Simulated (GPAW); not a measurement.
# Work function of Cr2CS2 MXene monolayer at several levels

How far do functional and basis move the work function of Cr2CS2 MXene monolayer?

Program: GPAW 26.7.0. Level of theory: GPAW, PAW setups; layer in a repeated cell with vacuum, relaxation of atoms and in-plane cell, in the first sound run; inputs show where later runs differ. Results are calculated unless marked as measured.

This is a report of a sequence of runs, with most program output left out.

## Step 1: The structure

The cell holds 5 atoms: 2 S, 2 Cr and 1 C. Its edges and angles: a = 2.836 Å, b = 2.836 Å, c = 23.471 Å, α = 90.0°, β = 90.0°, γ = 120.0°. Vacuum lies along c.

## Step 2: Relaxation

Forces are removed first; all later runs use this geometry.

run.py reads:

```python
import json
import numpy as np
from ase import Atoms
from ase.filters import FrechetCellFilter
from ase.optimize import BFGS
from gpaw import GPAW, PW

slab = Atoms(
    ['S', 'Cr', 'C', 'Cr', 'S'],
    positions=[
        [-0.00000, 1.63735, 9.00000],
        [1.41799, 0.81868, 10.61669],
        [0.00000, 0.00000, 11.73569],
        [-0.00000, 1.63735, 12.85469],
        [1.41799, 0.81868, 14.47138]],
    cell=[[2.83598, 0.0, 0.0], [-1.41799, 2.45603, 0.0], [0.0, 0.0, 23.4714]],
    pbc=[True, True, True],
    magmoms=[0.0, 2.0, 0.0, 2.0, 0.0])

slab.calc = GPAW(mode=PW(600), xc='PBE', kpts={'size': (12, 12, 1), 'gamma': True},
                 occupations={'name': 'fermi-dirac', 'width': 0.05}, nbands='160%',
                 convergence={'density': 1e-05}, maxiter=200,
                 symmetry={'tolerance': 1e-3}, txt='slab.txt')
result = {}
# The in-plane cell is free; stress needs a cell that repeats along all three vectors
path = []
opt = BFGS(FrechetCellFilter(slab, mask=[1, 1, 0, 0, 0, 1]), maxstep=0.2)
opt.attach(lambda: path.append((slab.get_potential_energy(), slab.positions.tolist(), slab.get_forces().tolist())))
result['relaxed'] = bool(opt.run(fmax=0.02, steps=45))
result['path'] = path
result['cell'] = slab.cell.tolist()
print('in-plane lattice', slab.cell.cellpar().round(4)[[0, 1, 5]])
energy = slab.get_potential_energy()
fermi = slab.calc.get_fermi_level()
v = slab.calc.get_electrostatic_potential().mean((0, 1)) - fermi
n = slab.calc.get_pseudo_density().mean((0, 1))
L = slab.cell[2, 2]
z = np.arange(len(v)) * L / len(v)
low, high = slab.positions[:, 2].min(), slab.positions[:, 2].max()
below, above = np.interp([low - 6.8, high + 6.8], z, v)
slopes = [np.interp(x, z, np.gradient(v, z)) for x in (low - 6.8, high + 6.8)]
eps = np.array([[slab.calc.get_eigenvalues(k, s) for k in range(len(slab.calc.get_ibz_k_points()))]
                for s in range(slab.calc.get_number_of_spins())]) - fermi
top, bottom = eps[eps < 0].max(), eps[eps > 0].min()
dipole = slab.get_dipole_moment()[2]
print(f'energy {energy:.4f} eV, Fermi level {fermi:.4f} eV, dipole {dipole:.5f} e A')
print(f'potential 6.8 A off the faces, from the Fermi level: lower {below:.4f} eV, upper {above:.4f} eV')
print(f'slope of the potential there: lower {slopes[0]:.5f}, upper {slopes[1]:.5f} eV/A')
print(f'nearest levels on the mesh: {top:.4f} and {bottom:.4f} eV')
print('magnetic moment', round(slab.get_magnetic_moment(), 3))
result.update(energy=energy, fermi=fermi, dipole=dipole, below=below, above=above, slopes=slopes, edges=[top, bottom],
              z=z.tolist(), v=v.tolist(), n=n.tolist(), positions=slab.positions.tolist(),
              forces=slab.get_forces(apply_constraint=False).tolist(), moments=slab.get_magnetic_moments().tolist())
json.dump(result, open('result.json', 'w'))
```

Launch:

```bash
$ OMP_NUM_THREADS=1 OPENBLAS_NUM_THREADS=1 python run.py
```

Elapsed: 33 min, on 1 thread of Intel Xeon Platinum 8259CL at 2.50GHz (Skylake/Cascade Lake), shared host; peak memory 0.57 GiB.

This step gave:

```
dipole along the normal                    : 4.46e-6 e·Å
levels nearest the Fermi level on the mesh : -0.08586, 0.01233 eV from the Fermi level
site moments                               : -0.06787, 1.187, -0.06747, 1.187, -0.06787 μB
sum of the site moments                    : 2.172 μB
```

The electrostatic potential energy of an electron (without an applied field's), less the Fermi level, planar mean oscillates, so the rows of the table below give means over windows of 1.39 Å about each position, cut where the curve ends. Its maxima inside the range that stand out by 2 % of the span (Å: eV): 9.9: -4.94, 11.3: -8.99, 12.2: -8.99, 13.6: -4.93. Its minima: 9.1: -20.8, 10.7: -16.1, 11.7: -13.2, 12.8: -16.1, 14.3: -20.8.

Electrostatic potential energy of an electron (without an applied field's), less the Fermi level, planar mean against z; means over each step:

```csv
z (Å),"electrostatic potential energy of an electron (without an applied field's), less the Fermi level, planar mean (eV)"
0.69,5.45
2.08,5.45
3.48,5.45
4.87,5.45
6.26,5.44
7.65,4.50
9.04,-11.2
10.43,-10.7
11.82,-10.7
13.21,-10.3
14.60,-10.0
15.99,4.88
17.38,5.45
18.77,5.45
20.16,5.45
21.55,5.45
22.94,5.45
```

The pseudo valence density, planar mean oscillates, so the rows of the table below give means over windows of 1.13 Å about each position, cut where the curve ends. Its maxima inside the range that stand out by 2 % of the span (Å: e/Å³): 8.9: 0.445, 9.6: 0.519, 10.8: 0.617, 11.6: 0.600, 12.7: 0.617, 13.9: 0.519, 14.6: 0.445. Its minima: 9.0: 0.414, 10.1: 0.423, 11.1: 0.553, 12.3: 0.553, 13.4: 0.423, 14.4: 0.414.

Pseudo valence density, planar mean against z; means over each step:

```csv
z (Å),"pseudo valence density, planar mean (e/Å³)"
5.08,1.5e-5
6.21,4.6e-4
7.34,0.0173
8.47,0.274
9.60,0.463
10.73,0.550
11.86,0.585
12.99,0.520
14.12,0.462
15.25,0.186
16.38,0.00728
17.52,2.2e-4
18.64,6.7e-6
```

Site moment by atom:

```csv
atom,site moment (μB)
S1,-0.07
Cr2,1.19
C3,-0.07
Cr4,1.19
S5,-0.07
```

The relaxation lowered the energy of the cell by 0.564 eV (energies extrapolated to zero smearing; the optimiser's log prints free energies). The largest force left on a free atom is 0.0023 eV/Å.

## Step 3: Plane waves, PBE

The work function is the vacuum plateau of the electrostatic potential less the Fermi level; a dipole layer lets the two faces have plateaus of their own.

This step: GPAW, PAW setups; slab in vacuum (GPAW 26.7.0).

The cell differs from the one that the last finished run ended in (c 23.471 → 23.153 Å).

run.py, as its differences from that of step 2:

```diff
@@ -3,4 +3,2 @@
 from ase import Atoms
-from ase.filters import FrechetCellFilter
-from ase.optimize import BFGS
 from gpaw import GPAW, PW
@@ -10,24 +8,17 @@
     positions=[
-        [-0.00000, 1.63735, 9.00000],
-        [1.41799, 0.81868, 10.61669],
-        [0.00000, 0.00000, 11.73569],
-        [-0.00000, 1.63735, 12.85469],
-        [1.41799, 0.81868, 14.47138]],
-    cell=[[2.83598, 0.0, 0.0], [-1.41799, 2.45603, 0.0], [0.0, 0.0, 23.4714]],
-    pbc=[True, True, True],
+        [-0.00000, 1.76398, 9.00000],
+        [1.52766, 0.88200, 10.52969],
+        [0.00000, 0.00000, 11.57658],
+        [-0.00000, 1.76398, 12.62346],
+        [1.52766, 0.88200, 14.15315]],
+    cell=[[3.05532, -0.0, 0.0], [-1.52766, 2.64598, 0.0], [0.0, 0.0, 23.1532]],
+    pbc=[True, True, False],
     magmoms=[0.0, 2.0, 0.0, 2.0, 0.0])
 
-slab.calc = GPAW(mode=PW(600), xc='PBE', kpts={'size': (12, 12, 1), 'gamma': True},
+slab.calc = GPAW(mode=PW(500), xc='PBE', kpts={'size': (12, 12, 1), 'gamma': True},
                  occupations={'name': 'fermi-dirac', 'width': 0.05}, nbands='160%',
                  convergence={'density': 1e-05}, maxiter=200,
+                 poissonsolver={'dipolelayer': 'xy'},
                  symmetry={'tolerance': 1e-3}, txt='slab.txt')
 result = {}
-# The in-plane cell is free; stress needs a cell that repeats along all three vectors
-path = []
-opt = BFGS(FrechetCellFilter(slab, mask=[1, 1, 0, 0, 0, 1]), maxstep=0.2)
-opt.attach(lambda: path.append((slab.get_potential_energy(), slab.positions.tolist(), slab.get_forces().tolist())))
-result['relaxed'] = bool(opt.run(fmax=0.02, steps=45))
-result['path'] = path
-result['cell'] = slab.cell.tolist()
-print('in-plane lattice', slab.cell.cellpar().round(4)[[0, 1, 5]])
 energy = slab.get_potential_energy()
```

Elapsed: 1.8 min, on 1 thread; peak memory 0.31 GiB.

This step gave:

```yaml
dipole_along_the_normal: -3.41e-4 e·Å
levels_nearest_the_fermi_level_on_the_mesh: -0.08557, 0.01243 eV from the Fermi level
upper_work_function: 5.461 eV
lower_work_function: 5.447 eV
site_moments: -0.06784, 1.187, -0.06748, 1.187, -0.06784 μB
sum_of_the_site_moments: 2.170 μB
```

The electrostatic potential energy of an electron (without an applied field's), less the Fermi level, planar mean oscillates, so the rows of the table below give means over windows of 1.45 Å about each position, cut where the curve ends. Its maxima inside the range that stand out by 2 % of the span (Å: eV): 9.7: -4.94, 11.2: -9.05, 12.0: -9.05, 13.4: -4.94. Its minima: 9.0: -20.8, 10.5: -16.1, 11.6: -13.2, 12.6: -16.1, 14.2: -20.8.

Table of electrostatic potential energy of an electron (without an applied field's), less the Fermi level, planar mean by z; means over each step:

z (Å), electrostatic potential energy of an electron (without an applied field's), less the Fermi level, planar mean (eV) and a bar from the least value:
```
     0.72        5.4 ##############################
     2.17        5.4 ##############################
     3.62        5.4 ##############################
     5.07        5.4 ##############################
     6.52        5.4 ##############################
     7.97        1.1 #######################
     9.42      -11.7 #
    10.87      -12.4 
    12.32      -12.3 
    13.77      -11.8 #
    15.22        1.6 ########################
    16.67        5.4 ##############################
    18.12        5.5 ##############################
    19.57        5.5 ##############################
    21.02        5.5 ##############################
    22.47        5.5 ##############################
```

The pseudo valence density, planar mean oscillates, so the rows of the table below give means over windows of 1.06 Å about each position, cut where the curve ends. Its maxima inside the range that stand out by 2 % of the span (Å: e/Å³): 8.7: 0.444, 9.5: 0.512, 10.6: 0.618, 11.6: 0.600, 12.5: 0.618, 13.7: 0.512, 14.5: 0.444. Its minima: 8.9: 0.416, 10.0: 0.427, 11.0: 0.554, 12.2: 0.554, 13.1: 0.427, 14.3: 0.416.

Table of pseudo valence density, planar mean by z; means over each step:

z (Å), pseudo valence density, planar mean (e/Å³) and a bar:
```
     4.77      0.000 
     5.83      0.000 
     6.89      0.006 
     7.95      0.145 #######
     9.01      0.452 #######################
    10.07      0.493 #########################
    11.13      0.584 ##############################
    12.19      0.585 ##############################
    13.25      0.477 ########################
    14.31      0.425 ######################
    15.37      0.096 #####
    16.43      0.004 
    17.49      0.000 
    18.55      0.000
```

The potential is flat to 6.3e-6 eV/Å where it is read, so the vacuum is wide enough.

## Step 4: OptPBE vdW: xc = "optPBE-vdW"

The same geometry under optPBE-vdW, to see how far the functional moves the levels against the vacuum (the van der Waals functionals take revPBE setups).

run.py, as its differences from that of step 3:

```diff
@@ -17,3 +17,3 @@
 
-slab.calc = GPAW(mode=PW(500), xc='PBE', kpts={'size': (12, 12, 1), 'gamma': True},
+slab.calc = GPAW(mode=PW(500), xc='optPBE-vdW', kpts={'size': (12, 12, 1), 'gamma': True},
                  occupations={'name': 'fermi-dirac', 'width': 0.05}, nbands='160%',
```

Wall time 2.2 min (1 thread); peak memory 0.48 GiB.

Numbers from this step:

```
dipole along the normal                    : -3.40e-4 e·Å
levels nearest the Fermi level on the mesh : -0.08045, 0.01768 eV from the Fermi level
upper work function                        : 5.717 eV
lower work function                        : 5.702 eV
site moments                               : -0.06542, 1.173, -0.06649, 1.173, -0.06542 μB
sum of the site moments                    : 2.148 μB
```

The electrostatic potential energy of an electron (without an applied field's), less the Fermi level, planar mean oscillates, so the rows of the table below give means over windows of 1.45 Å about each position, cut where the curve ends. Its maxima inside the range that stand out by 2 % of the span (Å: eV): 9.7: -4.91, 11.2: -8.98, 12.0: -8.98, 13.4: -4.90. Its minima: 9.0: -20.7, 10.5: -16.0, 11.6: -13.2, 12.6: -16.0, 14.2: -20.7.

Electrostatic potential energy of an electron (without an applied field's), less the Fermi level, planar mean against z; means over each step:

z (Å), electrostatic potential energy of an electron (without an applied field's), less the Fermi level, planar mean (eV) and a bar from the least value:
```
     0.72        5.7 ##############################
     2.17        5.7 ##############################
     3.62        5.7 ##############################
     5.07        5.7 ##############################
     6.52        5.6 ##############################
     7.97        1.2 #######################
     9.42      -11.6 #
    10.87      -12.3 
    12.32      -12.2 
    13.77      -11.7 #
    15.22        1.8 #######################
    16.67        5.7 ##############################
    18.12        5.7 ##############################
    19.57        5.7 ##############################
    21.02        5.7 ##############################
    22.47        5.7 ##############################
```

The pseudo valence density, planar mean oscillates, so the rows of the table below give means over windows of 1.06 Å about each position, cut where the curve ends. Its maxima inside the range that stand out by 2 % of the span (Å: e/Å³): 8.7: 0.444, 9.5: 0.513, 10.6: 0.621, 11.6: 0.599, 12.5: 0.621, 13.7: 0.513, 14.5: 0.444. Its minima: 8.9: 0.415, 10.0: 0.425, 11.0: 0.553, 12.2: 0.553, 13.1: 0.425, 14.3: 0.415.

Pseudo valence density, planar mean against z; means over each step:

z (Å), pseudo valence density, planar mean (e/Å³) and a bar:
```
     4.77      0.000 
     5.83      0.000 
     6.89      0.007 
     7.95      0.145 #######
     9.01      0.452 #######################
    10.07      0.492 #########################
    11.13      0.584 ##############################
    12.19      0.585 ##############################
    13.25      0.476 ########################
    14.31      0.424 ######################
    15.37      0.096 #####
    16.43      0.004 
    17.49      0.000 
    18.55      0.000
```

Force by atom:

```csv
atom,x (eV/Å),y (eV/Å),z (eV/Å),size
S1,0.000,0.000,-0.336,0.336
Cr2,0.000,0.000,-0.057,0.057
C3,0.000,0.000,0.000,0.000
Cr4,0.000,0.000,0.057,0.057
S5,0.000,0.000,0.336,0.336
```

The upper face's work function is 5.717 eV, against 5.461 eV in the first plane-wave PBE run at this geometry.

## Step 5: Self-consistent run: xc = "LDA"

The same geometry under LDA, to see how far the functional moves the levels against the vacuum.

run.py, as its differences from that of step 4:

```diff
@@ -17,3 +17,3 @@
 
-slab.calc = GPAW(mode=PW(500), xc='optPBE-vdW', kpts={'size': (12, 12, 1), 'gamma': True},
+slab.calc = GPAW(mode=PW(500), xc='LDA', kpts={'size': (12, 12, 1), 'gamma': True},
                  occupations={'name': 'fermi-dirac', 'width': 0.05}, nbands='160%',
```

Run time: 2.5 min. Hardware: 1 thread; peak memory 0.3 GiB.

Numbers from this step:

| Property | Result |
| --- | --- |
| dipole along the normal | -3.34e-4 e·Å |
| levels nearest the Fermi level on the mesh | -0.01218, 0.006151 eV from the Fermi level |
| upper work function | 5.693 eV |
| lower work function | 5.678 eV |
| site moments | -0.04239, 0.7520, -0.03823, 0.7520, -0.04239 μB |
| sum of the site moments | 1.381 μB |

The upper face's work function is 5.693 eV, against 5.461 eV in the first plane-wave PBE run at this geometry.

## Step 6: Self-consistent run: xc = "vdW-DF2"

The same geometry under vdW-DF2, to see how far the functional moves the levels against the vacuum (the van der Waals functionals take revPBE setups).

run.py, as its differences from that of step 5:

```diff
@@ -17,3 +17,3 @@
 
-slab.calc = GPAW(mode=PW(500), xc='LDA', kpts={'size': (12, 12, 1), 'gamma': True},
+slab.calc = GPAW(mode=PW(500), xc='vdW-DF2', kpts={'size': (12, 12, 1), 'gamma': True},
                  occupations={'name': 'fermi-dirac', 'width': 0.05}, nbands='160%',
```

Elapsed: 2.4 min, on 1 thread; peak memory 0.48 GiB.

This step gave:

```
dipole along the normal                    : -3.39e-4 e·Å
levels nearest the Fermi level on the mesh : -0.06534, 0.03016 eV from the Fermi level
upper work function                        : 5.896 eV
lower work function                        : 5.882 eV
site moments                               : -0.05591, 1.157, -0.06350, 1.157, -0.05591 μB
sum of the site moments                    : 2.139 μB
```

The electrostatic potential energy of an electron (without an applied field's), less the Fermi level, planar mean oscillates, so the rows of the table below give means over windows of 1.45 Å about each position, cut where the curve ends. Its maxima inside the range that stand out by 2 % of the span (Å: eV): 9.7: -4.99, 11.2: -9.01, 12.0: -9.01, 13.4: -4.98. Its minima: 9.0: -20.7, 10.5: -16.2, 11.6: -13.2, 12.6: -16.2, 14.2: -20.6.

Electrostatic potential energy of an electron (without an applied field's), less the Fermi level, planar mean against z; means over each step:

```csv
z (Å),"electrostatic potential energy of an electron (without an applied field's), less the Fermi level, planar mean (eV)"
0.72,5.88
2.17,5.88
3.62,5.88
5.07,5.88
6.52,5.82
7.97,1.32
9.42,-11.7
10.87,-12.4
12.32,-12.3
13.77,-11.7
15.22,1.88
16.67,5.84
18.12,5.90
19.57,5.90
21.02,5.90
22.47,5.90
```

The upper face's work function is 5.896 eV, against 5.461 eV in the first plane-wave PBE run at this geometry.

## Step 7: Self-consistent run: xc = "RPBE"

The same geometry under RPBE, to see how far the functional moves the levels against the vacuum.

run.py, as its differences from that of step 6:

```diff
@@ -17,3 +17,3 @@
 
-slab.calc = GPAW(mode=PW(500), xc='vdW-DF2', kpts={'size': (12, 12, 1), 'gamma': True},
+slab.calc = GPAW(mode=PW(500), xc='RPBE', kpts={'size': (12, 12, 1), 'gamma': True},
                  occupations={'name': 'fermi-dirac', 'width': 0.05}, nbands='160%',
```

It took 1.8 min on 1 thread; peak memory 0.31 GiB.

Numbers from this step:

```yaml
dipole_along_the_normal: -3.42e-4 e·Å
levels_nearest_the_fermi_level_on_the_mesh: -0.003059, 0.05943 eV from the Fermi level
upper_work_function: 5.380 eV
lower_work_function: 5.365 eV
site_moments: -0.07542, 1.227, -0.07354, 1.227, -0.07542 μB
sum_of_the_site_moments: 2.229 μB
```

The electrostatic potential energy of an electron (without an applied field's), less the Fermi level, planar mean oscillates, so the rows of the table below give means over windows of 1.45 Å about each position, cut where the curve ends. Its maxima inside the range that stand out by 2 % of the span (Å: eV): 9.7: -5.02, 11.2: -9.15, 12.0: -9.15, 13.4: -5.01. Its minima: 9.0: -20.9, 10.5: -16.2, 11.6: -13.4, 12.6: -16.2, 14.2: -20.9.

Electrostatic potential energy of an electron (without an applied field's), less the Fermi level, planar mean against z; means over each step:

```csv
z (Å),"electrostatic potential energy of an electron (without an applied field's), less the Fermi level, planar mean (eV)"
0.72,5.37
2.17,5.37
3.62,5.37
5.07,5.36
6.52,5.31
7.97,0.981
9.42,-11.8
10.87,-12.5
12.32,-12.4
13.77,-11.8
15.22,1.53
16.67,5.34
18.12,5.38
19.57,5.38
21.02,5.38
22.47,5.38
```

The upper face's work function is 5.380 eV, against 5.461 eV in the first plane-wave PBE run at this geometry.

## Step 8: Self-consistent run: xc = "revPBE"

The same geometry under revPBE, to see how far the functional moves the levels against the vacuum.

run.py, as its differences from that of step 7:

```diff
@@ -17,3 +17,3 @@
 
-slab.calc = GPAW(mode=PW(500), xc='RPBE', kpts={'size': (12, 12, 1), 'gamma': True},
+slab.calc = GPAW(mode=PW(500), xc='revPBE', kpts={'size': (12, 12, 1), 'gamma': True},
                  occupations={'name': 'fermi-dirac', 'width': 0.05}, nbands='160%',
```

It took 2.1 min on 1 thread; peak memory 0.31 GiB.

This step gave:

```
levels nearest the Fermi level on the mesh : -0.09214, 5.37e-4 eV from the Fermi level
upper work function                        : 5.373 eV
lower work function                        : 5.359 eV
site moments                               : -0.07345, 1.216, -0.07210, 1.216, -0.07345 μB
sum of the site moments                    : 2.214 μB
```

The upper face's work function is 5.373 eV, against 5.461 eV in the first plane-wave PBE run at this geometry.

[end of part 1 of 2]

[Logs are printed without paths, hosts, clocks, repeated set-up lines and the standing remarks that a program may print on its own settings, such as how far it seeks lower states.]

[Hosts, paths, dates, database ids (printed as entryN), source tags and the programs' standing remarks are cut or masked in the printed files.]
